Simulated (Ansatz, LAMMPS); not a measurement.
# Convergence of a linear-scaling basis for glassy 55SiO2-45BaO (mol %) (107 atoms), part 2 of 3

Wanted: errors and times of a linear-scaling basis for glassy 55SiO2-45BaO (mol %) (107 atoms). A setting counts as converged where the r.m.s. difference of forces stays under 1 % of the r.m.s. force.

Ansatz 0.2.0; Kohn-Sham DFT, PBE, PAW (set soft_2), plane waves.

The cell: 23 Si, 19 Ba and 65 O. The quench rate of 100 K/ps is many orders above laboratory rates. The network of bonds at the start is that of the classical potential that made the cell. Sampling is at Γ alone, for a cell whose shortest periodic width is 12 Å. Spin–orbit coupling is left out.

So far. Step 4 (Support functions low): Forces differ from the reference by 0.89 meV/Å r.m.s., 0.077 % of their size, well within a tolerance of 1 %; the energy by -4.5 meV/atom. It took roughly 4.5 times the reference's time (one timing each, with unlike analyses asked), in 14 cycles against 9.

**5. Support functions medium, spacing 0.45 Å**

The grid spacing sets how fine a wave the support functions can hold. Besides, the program derives a nominal cutoff of 464 eV for this run, against the reference's 420.

This step: Kohn-Sham DFT, PBE, PAW (set soft_2), localised support functions (medium) (Ansatz 0.2.0).

File input.yaml:

```yaml
crystal:
  lattice:
    - [12.12446, 0.0, 0.0]
    - [0.0, 12.12446, 0.0]
    - [0.0, 0.0, 12.12446]
  atoms:
    [... the 107 atom lines of step 3 ...]
kpoints:
  mp_grid: { grid: [1, 1, 1] }
hamiltonian:
  xc: pbe
scf:
  occupations: { method: gaussian, width: 0.025 }
  eigensolver: { kind: { support_functions: { accuracy: medium, spacing: 0.45 } } }
  max_iter: 150
output:
  forces: true
  eigenvalues: true
```

Started as:

```console
ansatz run input.yaml --threads 4 --pin off --max-ram 8192MiB --backend cpu --events-out ev --progress --plain --runs-dir out
```

Log:

```text
[...]
Warning: basis.ecutwfc = 464 eV, auto-derived: no grid that the accuracy of the support functions lays serves the files at the lower one that their records recommend; a deck with other species or settings can derive another value
[...]
Crystal: 107 atoms, lattice volume = 1782.326 Å³
Basis set: ecut = 464 eV, 40483 PW (Γ), exchange–correlation on 180×180×180 points (8 copies of the dense FFT grid, shifted against one another)
Bands: 404, of which v1, the nominal top of the filled ones, is band 336 counted from 1 (335 counted from 0)
Symmetry: 1 space group operations
k-points: 1
[...]
SCF iter   1: F=—  HF=-164515.541572 eV  |F-HF|=—  |Δ(HF+E_count)|=         —  Δρ=8.16e-2  dr2=2.07e2  ethr=1.00e-1
[...]
SCF iter  16: F=-164549.784274 eV  HF=-164549.784274 eV  |F-HF|=2.97e-7  |Δ(HF+E_count)|=   3.62e-7  Δρ=4.21e-6  dr2=9.28e-7  ethr=5.00e-10
SCF 1 converged in 16 iterations: F = -164549.846305 eV  dr2 = 9.28e-7
[...]
SCF converged after 16 iterations
[...]
Free energy (F): -164549.846305 eV
[...]
Internal energy: -164549.846305 eV  (E = F + TS)
E sigma→0 (E₀):  -164549.846305 eV
Fermi energy:    7.303661 eV
[...]
--- Forces (eV/Å), atoms counted from 1 ---
  atom   1  Si     1.12099046     1.13644209     0.31401745
  atom   2  Si     0.36171034     0.39642554    -0.11149593
  atom   3  Si     0.39858128    -0.25569464     0.31107659
  atom   4  Si     0.86850347     0.42786997    -1.48388246
  atom   5  Si    -0.48552771     0.14034948    -0.75229913
  atom   6  Si     1.07803768     0.31161064    -1.81595456
  atom   7  Si    -0.43735448    -0.71823655     0.52855923
  atom   8  Si     0.56800922    -1.14371729     0.59282935
  atom   9  Si     0.48821821    -0.34714101     0.01556179
  atom  10  Si     0.02093256     0.67173462     0.12099094
  atom  11  Si    -1.77667251    -0.51748476    -0.87749698
  atom  12  Si     0.46957586     1.09894713    -0.60590003
  atom  13  Si     1.43840025    -0.80112831     0.20004181
  atom  14  Si     0.00432760     0.09207044     0.14606166
[...]
atom 106  O     -2.82710142    -2.99872208     3.76171700
  atom 107  O     -3.92756689     2.86391749    -1.68004366
  max |Σ_I F_I| component: 2.35e1 eV/Å
--- Band table (eV) ---
[...]
```

Elapsed: 78 s, on 4 threads of Arm Neoverse V1, shared host; peak memory 2.3 GiB.

The program notes that the forces don't sum to zero within tolerance and the grid leaves an egg-box force.

Forces differ from the reference by 2070 meV/Å r.m.s., 179 % of their size, far over a tolerance of 1 %; the energy by +1287 meV/atom and the gap by -0.13 eV. It took roughly 1.8 times the reference's time (one timing each, with unlike analyses asked), in 16 cycles against 9. The setting is coarser than the default on purpose.

**6. Support functions medium, spacing 0.375 Å**

The grid spacing sets how fine a wave the support functions can hold. Besides, the program derives a nominal cutoff of 464 eV for this run, against the reference's 420.

input.yaml, the sections that differ from step 5:

```yaml
scf:
  occupations: { method: gaussian, width: 0.025 }
  eigensolver: { kind: { support_functions: { accuracy: medium, spacing: 0.375 } } }
  max_iter: 150
# crystal, kpoints, hamiltonian, output: as in step 5
```

Log:

```text
[...]
Crystal: 107 atoms, lattice volume = 1782.326 Å³
Basis set: ecut = 464 eV, 40483 PW (Γ), exchange–correlation on 180×180×180 points (8 copies of the dense FFT grid, shifted against one another)
Bands: 404, of which v1, the nominal top of the filled ones, is band 336 counted from 1 (335 counted from 0)
Symmetry: 1 space group operations
k-points: 1
[...]
SCF iter   1: F=—  HF=-164660.612964 eV  |F-HF|=—  |Δ(HF+E_count)|=         —  Δρ=7.60e-2  dr2=2.07e2  ethr=1.00e-1
[...]
SCF iter  15: F=-164680.152967 eV  HF=-164680.152968 eV  |F-HF|=8.30e-7  |Δ(HF+E_count)|=   3.59e-3  Δρ=7.10e-6  dr2=2.00e-6  ethr=1.31e-9
SCF 1 converged in 15 iterations: F = -164680.215221 eV  dr2 = 2.00e-6
[...]
SCF converged after 15 iterations
[...]
Free energy (F): -164680.215221 eV
[...]
Internal energy: -164680.215221 eV  (E = F + TS)
E sigma→0 (E₀):  -164680.215221 eV
Fermi energy:    7.267245 eV
[...]
--- Forces (eV/Å), atoms counted from 1 ---
  atom   1  Si     1.33895301     1.47305361     0.49941702
  atom   2  Si     0.09776679     0.16324739    -0.18307004
  atom   3  Si     0.10574920    -0.30644920     0.52287532
  atom   4  Si     0.61815301     0.41104009    -1.38365904
  atom   5  Si    -0.90333981     0.09802275    -0.28271451
  atom   6  Si     1.01147859     0.25514117    -1.92917305
  atom   7  Si    -0.41528732    -0.70404115     0.31538232
  atom   8  Si     0.65128031    -1.27145525     0.97295485
  atom   9  Si     0.44608419    -0.41725469     0.24903543
  atom  10  Si    -0.31280450     0.56289204     0.62495506
  atom  11  Si    -1.88411025    -0.61535095    -1.03188075
  atom  12  Si     0.22306906     1.37452891    -0.96063485
  atom  13  Si     1.51359658    -0.81970218    -0.28262878
  atom  14  Si    -0.04902205    -0.15815971     0.60950494
[...]
atom 106  O      0.15023355     0.21691295     0.28756478
  atom 107  O     -0.51446977    -0.70484760     0.47756643
  max |Σ_I F_I| component: 1.40e0 eV/Å
--- Band table (eV) ---
[...]
```

Elapsed: 79 s, on 4 threads; peak memory 2.4 GiB; 5.2 min of CPU time.

Forces differ from the reference by 118 meV/Å r.m.s., 10 % of their size, far over a tolerance of 1 %; the energy by +68 meV/atom and the gap by -0.0068 eV. It took roughly 1.8 times the reference's time (one timing each, with unlike analyses asked), in 15 cycles against 9. The setting is coarser than the default on purpose.

**7. Support functions medium, spacing 0.325 Å**

The grid spacing sets how fine a wave the support functions can hold. Besides, the program derives a nominal cutoff of 464 eV for this run, against the reference's 420.

input.yaml, the sections that differ from step 6:

```yaml
scf:
  occupations: { method: gaussian, width: 0.025 }
  eigensolver: { kind: { support_functions: { accuracy: medium, spacing: 0.325 } } }
  max_iter: 150
# crystal, kpoints, hamiltonian, output: as in step 6
```

Log:

```text
[...]
Crystal: 107 atoms, lattice volume = 1782.326 Å³
Basis set: ecut = 464 eV, 40483 PW (Γ), exchange–correlation on 180×180×180 points (8 copies of the dense FFT grid, shifted against one another)
Bands: 404, of which v1, the nominal top of the filled ones, is band 336 counted from 1 (335 counted from 0)
Symmetry: 1 space group operations
k-points: 1
[...]
SCF iter   1: F=—  HF=-164670.825506 eV  |F-HF|=—  |Δ(HF+E_count)|=         —  Δρ=7.79e-2  dr2=2.15e2  ethr=1.00e-1
[...]
SCF iter  16: F=-164688.706199 eV  HF=-164688.706199 eV  |F-HF|=1.36e-7  |Δ(HF+E_count)|=   3.02e-7  Δρ=3.18e-6  dr2=3.49e-7  ethr=3.38e-10
SCF 1 converged in 16 iterations: F = -164688.779172 eV  dr2 = 3.49e-7
[...]
SCF converged after 16 iterations
[...]
Free energy (F): -164688.779172 eV
[...]
Internal energy: -164688.779172 eV  (E = F + TS)
E sigma→0 (E₀):  -164688.779172 eV
Fermi energy:    7.280082 eV
[...]
--- Forces (eV/Å), atoms counted from 1 ---
  atom   1  Si     1.35991382     1.51493187     0.47243944
  atom   2  Si     0.07177831     0.08948250    -0.24208317
  atom   3  Si     0.13480331    -0.34733829     0.57816761
  atom   4  Si     0.59245802     0.43291850    -1.43329399
  atom   5  Si    -0.92278342     0.06300616    -0.27722562
  atom   6  Si     1.06889725     0.26004200    -2.06084369
  atom   7  Si    -0.43673377    -0.74125004     0.31133622
  atom   8  Si     0.65688727    -1.34901977     0.94583039
  atom   9  Si     0.44317792    -0.45963263     0.25023313
  atom  10  Si    -0.36418167     0.52792725     0.63159888
  atom  11  Si    -2.08923329    -0.62734329    -1.08474522
  atom  12  Si     0.21785242     1.39268849    -0.97432734
  atom  13  Si     1.58150788    -0.82592065    -0.36199877
  atom  14  Si    -0.00795179    -0.19290209     0.62717659
[...]
atom 106  O      0.25202803     0.16403710     0.31138906
  atom 107  O     -0.62561711    -0.87403376     0.69362164
  max |Σ_I F_I| component: 7.23e-2 eV/Å
--- Band table (eV) ---
[...]
```

It took 1.9 min on 4 threads; peak memory 3 GiB.

Forces differ from the reference by 14 meV/Å r.m.s., 1.2 % of their size, over a tolerance of 1 %; the energy by -12 meV/atom. It took roughly 2.6 times the reference's time (one timing each, with unlike analyses asked), in 16 cycles against 9. The setting is coarser than the default on purpose.

**8. Cost against change**

Differences are against the plane-wave reference (Kohn-Sham DFT, PBE, PAW (set soft_2), plane waves), whose r.m.s. force component is 1.16 eV/Å. Energies are set beside the reference only for runs with its functional, potentials and electron count. Times are for 4 threads of Arm Neoverse V1, shared host. The reference's time includes the DOS, the stress and grids, which some other runs skip.

| run | Δ force, r.m.s. (meV/Å) | share of r.m.s. force (%) | Δ energy (meV/atom) | Δ gap (eV) | cycles | time | host memory (GiB) |
| --- | --- | --- | --- | --- | --- | --- | --- |
| reference | - | - | - | - | 9 | 43 s | 2.5 |
| support functions low | 0.894 | 0.0772 | -4.47 | -6.0e-4 | 14 | 3.3 min | 5.1 |
| support functions medium, spacing 0.45 Å | 2070 | 179 | 1287 | -0.133 | 16 | 78 s | 2.3 |
| support functions medium, spacing 0.375 Å | 118 | 10.2 | 68.3 | -0.0068 | 15 | 79 s | 2.4 |
| support functions medium, spacing 0.325 Å | 14.1 | 1.22 | -11.8 | -0.0016 | 16 | 1.9 min | 3.0 |

**9. The reference in detail**

With the settings judged, the reference run is read for its physics.

Neighbours are counted within 2.08 Å (O-Si), 3.29 Å (O-Ba).

Length of the force by element and coordination:

| element | coordination | atoms | mean length of the force (eV/Å) | spread | least | most |
| --- | --- | --- | --- | --- | --- | --- |
| Ba | all | 19 | 0.773 | 0.319 | 0.208 | 1.64 |
| Ba | 5 | 3 | 0.761 | 0.392 | 0.208 | 1.07 |
| Ba | 6 | 5 | 0.988 | 0.330 | 0.780 | 1.64 |
| Ba | 7 | 6 | 0.712 | 0.218 | 0.547 | 1.07 |
| Ba | 8 | 5 | 0.637 | 0.242 | 0.346 | 0.928 |
| O | all | 65 | 2.18 | 0.949 | 0.416 | 3.54 |
| O | 2 | 9 | 1.33 | 0.797 | 0.448 | 3.44 |
| O | 3 | 24 | 2.22 | 0.996 | 0.429 | 3.54 |
| O | 4 | 31 | 2.39 | 0.820 | 0.416 | 3.52 |
| O | 5 | 1 | 2.58 | 0 | 2.58 | 2.58 |
| Si | all | 23 | 1.30 | 0.648 | 0.257 | 2.42 |

Löwdin charges by element and coordination (they lack the spilled electrons, 0.094 e an atom on average):

| element | coordination | atoms | mean charge (e) | spread | least | most |
| --- | --- | --- | --- | --- | --- | --- |
| Ba | all | 19 | 1.82 | 0.0182 | 1.79 | 1.87 |
| Ba | 5 | 3 | 1.81 | 0.0061 | 1.80 | 1.82 |
| Ba | 6 | 5 | 1.82 | 0.0174 | 1.80 | 1.85 |
| Ba | 7 | 6 | 1.83 | 0.0219 | 1.80 | 1.87 |
| Ba | 8 | 5 | 1.81 | 0.0083 | 1.79 | 1.81 |
| O | all | 65 | -0.954 | 0.0986 | -1.08 | -0.803 |
| O | 2 | 9 | -0.844 | 0.0575 | -1.00 | -0.808 |
| O | 3 | 24 | -0.930 | 0.0918 | -1.05 | -0.803 |
| O | 4 | 31 | -1.00 | 0.0807 | -1.08 | -0.827 |
| O | 5 | 1 | -1.04 | 0 | -1.04 | -1.04 |
| Si | all | 23 | 1.63 | 0.0596 | 1.52 | 1.76 |

Density of states as counts of states in windows of 1 eV (from the Fermi level), total and the larger projections:

| from (eV) | to (eV) | total | O p | Si p | Ba p |
| --- | --- | --- | --- | --- | --- |
| -14 | -13 | 41.4 | 1.1 | 0.2 | 39.6 |
| -13 | -12 | 72.5 | 2.4 | 0.3 | 68.8 |
| -12 | -11 | 4.6 | 3.0 | 0.3 | 0.2 |
| -11 | -10 | 10.5 | 7.0 | 0.8 | 0.2 |
| -10 | -9 | 12.2 | 8.6 | 1.4 | 0.1 |
| -9 | -8 | 21.8 | 16.4 | 3.7 | 0.1 |
| -8 | -7 | 5.1 | 3.9 | 0.9 | 0.0 |
| -7 | -6 | 34.8 | 27.0 | 3.3 | 0.4 |
| -6 | -5 | 65.9 | 54.9 | 4.5 | 0.7 |
| -5 | -4 | 69.9 | 62.1 | 2.6 | 0.7 |
| -4 | -3 | 82.2 | 75.6 | 2.0 | 0.9 |
| -3 | -2 | 64.9 | 61.2 | 0.9 | 0.5 |
| -2 | -1 | 18.2 | 17.3 | 0.2 | 0.1 |
| -1 | 1 | 0.0 | 0.0 | 0.0 | 0.0 |
| 1 | 2 | 3.7 | 0.1 | 0.1 | 0.0 |
| 2 | 3 | 20.1 | 0.7 | 0.6 | 0.1 |
| 3 | 4 | 43.9 | 1.6 | 2.7 | 0.1 |
| 4 | 5 | 64.3 | 2.5 | 5.3 | 0.1 |

Between -26 and -14 eV lie 130 more states.

The levels nearest the highest filled one (over half full), pooled over k-points and spins:

| level less the highest filled one (eV) | occupation |
| --- | --- |
| -0.425 | 2 |
| -0.343 | 2 |
| -0.331 | 2 |
| -0.221 | 2 |
| -0.150 | 2 |
| 0 | 2 |
| 2.64 | 0 |
| 3.23 | 0 |
| 3.41 | 0 |
| 3.58 | 0 |
| 3.76 | 0 |
| 3.85 | 0 |

Valence density in the ab plane at fractional z = 0.024, with atoms of Si and Ba and O within 0.2 Å of it. It is the smooth field of the valence electrons, not physical close to the nuclei.

Ten steps, logarithmic in the rise over the least value, from '0' (0.0 e/Å³) to '9' (6.6 e/Å³), each cell a mean:
```
0001111000001112479974200001222211
0013443210133332368863212110111211
0124664212356654233332344431111211
0124554212466664211112455542101110
1222222112456664200012455532100001
5543210001244442100001234322110124
6665310000111111111111112234432246
5566410000000000112111112468864356
6665311122210000112211223579975346
5543112466531000112245543467753223
1110013688742122222468874333321001
0000012577643344432479974211000000
1000001345433345432356653100000011
1100000124443233211112222221100122
1100000246764211000000123444211122
1000001368985310000000135565310011
1122111257875310000000134555310000
2344321234554221000000123443200000
2344322233334444211122111111000001
1233323333335788533333210000111000
1111123332235899753344310002344311
1000011221124677542233210013687631
0000000000001233344443100014798642
0000000000000012367764100013566431
```
Columns run along a (12.1 Å), rows up along b (12.1 Å). Atoms in or near the plane, at fractional coordinates: Si at (0.55, 0.10), Ba at (0.03, 0.68), O at (0.64, 0.52), O at (0.30, 0.34), O at (0.55, 0.97), O at (0.82, 0.64), O at (0.42, 0.14).

Electrostatic potential energy in the ab plane at fractional z = 0.024, with atoms of Si and Ba and O within 0.2 Å of it. With pseudopotentials it is smooth inside the atoms' cores, unlike the true potential.

Ten even steps from '0' (-33 eV) to '9' (12 eV), each cell a mean:
```
9999999999988899940039999999999999
9999999999877778973379988889999999
9999779998642246899998766678999999
9999889998520015799998643468999999
8889999998631136899998643468999998
4457899999865568899999876789999886
0013789999988889999999998999999862
0002689999999999999999999962269840
0013789999999999999999988830039862
5457899976899999998888887774489986
8888999720489999988851158889999998
9999999842467899998830038999999999
9999999975235888999986689999999999
9999999986446899999999998888899999
9999999986468999999999886556789999
9999999970017999999999874324689999
8888889983137899999999875335789999
8766789987434789999999987667889998
8766788986202689999999999888999998
8777889987545313787789999999999999
9888899999887100330037999999999999
9999999999999644500006899999623799
9999999999999999731037999999400589
9999999999999999962269999999866889
```
Columns run along a (12.1 Å; values clipped at the 3rd and 97th percentile), rows up along b (12.1 Å). Atoms in or near the plane, at fractional coordinates: Si at (0.55, 0.10), Ba at (0.03, 0.68), O at (0.64, 0.52), O at (0.30, 0.34), O at (0.55, 0.97), O at (0.82, 0.64), O at (0.42, 0.14).

Mean Löwdin charges: Ba +1.82, O -0.95, Si +1.63 e (they miss 1.5 % of the electrons, so they add up to more than the cell's charge).

(Part 2 of 3 ends here.)

[Long decimals in the printed logs are rounded to 6 places.]

[Logs are printed without paths, hosts, clocks, repeated set-up lines and the standing remarks that a program may print on its own settings, such as how far it seeks lower states.]

[Hosts, paths, dates, database ids (printed as entryN), source tags and the programs' standing remarks are cut or masked in the printed files.]
